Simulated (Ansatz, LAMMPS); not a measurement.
# Convergence of a linear-scaling basis for glassy nearly rigid 74SiO2-26CaO (mol %) at 1800 K (126 atoms), part 2 of 2

Wanted: errors and times of a linear-scaling basis for glassy nearly rigid 74SiO2-26CaO (mol %) at 1800 K (126 atoms). A setting counts as converged where the r.m.s. difference of forces stays under 1 % of the r.m.s. force.

Ansatz 0.2.0; Kohn-Sham DFT, PBE, PAW (set soft_2), plane waves.

The cell: 34 Si, 12 Ca and 80 O. The starting topology of bonds comes from the classical model. The Brillouin zone is sampled at Γ only, in a cell whose shortest periodic width is 12 Å.

So far. Step 8 (Support functions medium, radius 3.86 Å): Forces differ from the reference by 0.78 meV/Å r.m.s., 0.027 % of their size, well within a tolerance of 1 %; the energy by -4.7 meV/atom. It took 97 s and 16 cycles; the reference's time can't be set against it, since the two runs asked for unlike analyses.

## 10. What the reference run shows (continued)

Valence density in the bc plane at fractional x = 0.216, with atoms of Si and Ca and O within 0.2 Å of it. It is the smooth field of the valence electrons, not physical close to the nuclei.

Ten steps, logarithmic in the rise over the least value, from '0' (0.0 e/Å³) to '9' (6.3 e/Å³), each cell a mean:
```
0001369985210000012222100024798631
2211135653100000134432000012455422
4431111211112211368874100122333233
5432100001245543479985211346653234
4433211111368874367864223468863223
3333444322368864223333333467642113
3334566532234432101233432234321112
2223466531111110000123333343210012
1111233310000000000111234665310011
0000011000000000111100136898531000
0000000000000001233210136898632110
1001111000000012344321013566434432
2123443210011233333332111223346664
2236775310124665423554311123346765
2236775311247997545788632223334443
1123443211247997435899742222211211
0001111122345654213576532221100000
0000001233223443211233344321000000
0000001344324677532223688631000000
0000001344434799853335799842000000
0000011222223688753334688631000000
0000122221111244333333333211222110
0001245653100011112332110013566420
0001368985210000012332100025899631
```
Columns run along b (12.2 Å), rows up along c (12.2 Å). Atoms in or near the plane, at fractional coordinates: Si at (0.33, 0.25), Si at (0.52, 0.45), Si at (0.73, 0.71), Ca at (0.56, 0.85), O at (0.21, 0.99), O at (0.87, 0.00), O at (0.44, 0.17), O at (0.61, 0.36), O at (0.70, 0.18), O at (0.77, 0.57), O at (0.40, 0.37).

Mean Löwdin charges: Ca +1.78, O -0.86, Si +1.71 e (they miss 1.4 % of the electrons, so they add up to more than the cell's charge).

## 11. Structure statistics

Bonds and neighbours are counted at the geometry of the runs.

Density 2.46 g/cm³, 14.55 Å³ an atom.

Pair distribution functions g(r), in bins of 0.2 Å:

```tsv
r (Å)	total	O-O	O-Si	O-Ca	Si-Si	Si-Ca	Ca-Ca
1.40	0.52	0.00	1.51	0.00	0.00	0.00	0.00
1.60	3.10	0.00	9.05	0.00	0.00	0.00	0.00
1.80	0.93	0.00	2.71	0.00	0.00	0.00	0.00
2.00	0.17	0.05	0.43	0.00	0.00	0.00	0.00
2.20	0.21	0.00	0.00	1.75	0.00	0.00	0.00
2.40	0.89	1.48	0.00	2.42	0.00	0.00	0.00
2.60	1.35	2.75	0.04	1.72	0.00	0.25	0.00
2.80	1.09	2.17	0.14	1.10	0.49	0.00	0.00
3.00	0.73	0.79	0.29	0.59	2.54	0.98	1.15
3.20	0.86	0.85	0.42	0.60	2.85	1.58	1.00
3.40	0.78	0.74	0.64	0.51	1.67	1.55	0.00
3.60	0.87	0.67	1.20	0.58	0.00	1.67	3.92
3.80	1.01	0.66	1.54	0.89	0.26	1.48	1.41
4.00	1.23	0.70	1.91	1.09	0.78	1.80	1.27
4.20	1.27	0.94	1.82	1.16	0.93	1.10	1.15
4.40	0.98	0.80	1.12	1.30	1.17	0.47	1.08
4.60	1.07	1.21	0.90	1.04	1.19	1.19	0.47
4.80	1.17	1.37	0.82	1.52	1.31	1.01	1.28
5.00	1.05	1.37	0.66	1.25	1.21	0.79	0.00
5.20	0.97	1.26	0.65	0.85	1.02	1.06	0.73
5.40	0.94	1.03	0.82	1.12	0.94	0.66	0.70
5.60	0.96	0.86	1.06	0.87	1.17	0.97	0.95
5.80	0.90	0.81	1.07	0.77	0.75	0.90	0.89
6.00	0.97	0.91	0.99	0.91	0.88	1.48	1.69
```

Bonds by pair of elements; cutoffs follow the first minimum of g(r), held within bounds set by covalent radii, and pairs that aren't listed don't count as bonded:

```tsv
pair A-B	cutoff (Å)	bonds	mean length (Å)	spread (Å)	shortest (Å)	B about A	A about B
O-Si	2.16	136	1.64	0.121	1.40	1.7	4
O-Ca	2.88	53	2.45	0.191	2.11	0.662	4.42
```

How many atoms have how many bonded neighbours:

```tsv
element	mean	1	2	3	4	5	6
Ca	4.42	0	0	1	6	4	1
O	2.36	2	49	27	2	0	0
Si	4	0	0	0	34	0	0
```

Oxygen atoms by the number of network formers (Si, P, Ge, B, Al, As, Ga) bound to them:

```tsv
network formers bound to O	O atoms	per cent
0	0	0
1	25	31.2
2	54	67.5
3	1	1.2
```

Network units: each former by its oxygen neighbours and how many of them bridge to another former:

```tsv
former	O neighbours	bridging O	atoms
Si	4	2	2
Si	4	3	21
Si	4	4	11
```

Rings of the network by King's shortest-path rule, up to 12 atoms, one path for each pair of neighbours; H, halogens, alkali and alkaline-earth atoms are left out, and the last column divides by all other atoms, bonded or not:

```tsv
ring size (atoms)	rings	per network atom
8	3	0.026
10	6	0.053
12	10	0.088
```

First main peaks of g(r), for some of the pairs, lie near 2.6 Å (O-O), 1.6 Å (O-Si), 2.4 Å (O-Ca) and 3.1 Å (Si-Si). By these cutoffs 50 % of Ca atoms have 4, 61 % of O atoms have 2 and all Si atoms have 4 bonded neighbours. 68 % of the oxygens bridge two formers (Si) and 31 % are non-bridging; 1 % join three. The commonest Si unit has 4 oxygens, 3 of them shared with other formers (21 of 34 atoms). Rings of 12 atoms are the most common (53 % of those counted); sizes run from 8 to 12, where the search stops.

Local excerpt of 9 atoms (numbers count through the whole input) about O123, which has 4 bonded neighbours where the commonest count for O is 2; x, y, z are measured from there.

```tsv
atom	x	y	z	distance (Å)	bonds	Löwdin charge (e)	Fx	Fy	Fz (eV/Å)
O123	0.00	0.00	0.00	0.00	4	-1.05	-0.73	2.13	2.09
Si21	-0.66	-0.92	-1.09	1.58	4	1.60	-1.20	-6.47	0.44
Ca36	1.94	0.80	-0.95	2.30	5	1.76	0.16	0.28	-1.78
Ca35	-0.26	-0.19	2.30	2.33	3	1.82	0.12	-0.32	-0.43
O51	0.64	-1.47	-1.82	2.43	3	-0.85	3.62	-1.70	-1.80
O126	-1.43	-0.16	-2.24	2.66	3	-0.82	-2.56	2.31	-1.61
Ca39	-1.34	2.11	-1.04	2.71	6	1.77	0.23	1.26	-1.02
O103	0.26	1.88	2.06	2.80	2	-0.99	-1.34	-2.88	-1.49
O93	-1.40	-2.40	-0.72	2.87	3	-1.00	-0.31	0.92	0.26
```

The column of bonds counts only the pairs O-Si within 2.16 Å, O-Ca within 2.88 Å; other neighbours, such as metal atoms beside each other in a compound, aren't counted, and periodic images can show an atom twice.

## 12. Summary of results

| Item | Value |
| --- | --- |
| free energy per atom | -705.7415 eV/atom |
| pressure | 4.546 GPa |
| r.m.s. force component | 2.939 eV/Å |
| gap (highest filled to lowest empty level) | 0.9772 eV |
| wall time of the 5 DFT runs | 6.3 min |

**Reading.** Against plane waves at 420 eV, the forces differ by 0.85 meV/Å (0.029 %) with support functions medium. At 126 atoms the fastest of the runs at a preset level, support functions low, takes roughly 3.5 times the time of plane waves (whose run also made extra analyses, so the like-for-like ratio is larger), in 14 SCF cycles against 11. Differences between support functions and plane waves include what basis error the plane-wave run still has. The force difference hardly changes among these support-function runs, which points to the basis of the plane-wave reference as its main source.

Filled and empty levels are parted by 0.977 eV (at Γ alone); a semilocal functional tends to put such gaps too low. In a disordered cell it changes from sample to sample, and tail or defect levels can set it. Counting bonds as in the table, 50 % of Ca atoms have 4, 61 % of O atoms have 2 and all Si atoms have 4 bonded neighbours. 68 % of the oxygens bridge two formers (Si) and 31 % are non-bridging; 1 % join three.

What to keep in mind: The force components of 2.9 eV/Å r.m.s. reflect the temperature of the frame as well as the gap between the generating potential and DFT. The stress is far from hydrostatic: its diagonal is 1.0, 5.8, 6.8 GPa, compression counted positive. The pressure of 4.5 GPa is that of one thermal frame, in which the classical model's bond lengths enter as well as the volume, without the kinetic term.

[Logs are printed without paths, hosts, clocks, repeated set-up lines and the standing remarks that a program may print on its own settings, such as how far it seeks lower states.]

[Hosts, paths, dates, database ids (printed as entryN), source tags and the programs' standing remarks are cut or masked in the printed files.]
